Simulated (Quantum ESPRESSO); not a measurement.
La2Fe2S2O3: parallel and opposed starts. Symmetry: I4/mmm, No. 139, tetragonal system. Conventional cell: a = 4.048 Å, b = 4.048 Å, c = 18.184 Å, α = 90.00°, β = 90.00°, γ = 90.00°. La has 5 O at 2.37 to 3.31 Å and 4 S at 3.27 Å nearest. Fe has 2 O at 2.02 Å and 4 S at 2.66 Å nearest. S has 4 Fe at 2.66 Å and 4 La at 3.27 Å nearest. Nearest to O lie 4 La at 2.37 Å. O has 4 Fe at 2.02 Å nearest. Farther neighbours and most contacts between anions are not listed. The calculation used PBEsol; plane waves with GBRV 1.5 PBEsol potentials, no spin-orbit coupling (and 1 further level or step) in Quantum ESPRESSO 7.5, with GBRV 1.5 PBEsol, cutoff 544.23 eV, 8×8×8 k-mesh, 59 bands, fermi-dirac occupations, smearing width 0.05 eV, collinear spin, SCF threshold 1.80e-8, mesh matched on, starting moments 0 0 4 4 0 0 0 0 0 μB in one of its runs. The lowest state found is ferromagnetic (from ferro ++). The largest site moment is 3.22 μB and the next state with moments is antiferromagnetic, 95.7 meV a seeded atom higher. It took 2 runs, 29 min in all on 4 MPI ranks of Intel Xeon 6975P-C (Granite Rapids), shared host (the runs of this entry). Only these 2 starts were compared; other wavevectors, canted and longer-period orders were not. A computed site moment is spin alone and hangs on the region that is counted: the program's spheres do not touch and miss the tail of the moment. Measured moments hold any orbital part as well, and belong to the order of the sample, which need not be the order of this run. The run is spin-polarised, with a total moment of 8.00 μB a cell (absolute 8.05). No Hubbard term acts here. In such compounds local and semilocal functionals without one often delocalise the d electrons, and can shrink or lose moments and miss the size, sign and order of the couplings. The smearing term is large for its width, so states at the Fermi level are partly filled: at this level the cell is a metal or has a gap of a few widths at most.

[Hosts, paths, dates, database ids (printed as entryN), source tags and the programs' standing remarks are cut or masked in the printed files.]

[Where a cell is said to come from a database of computed structures, the database is the Materials Project.]
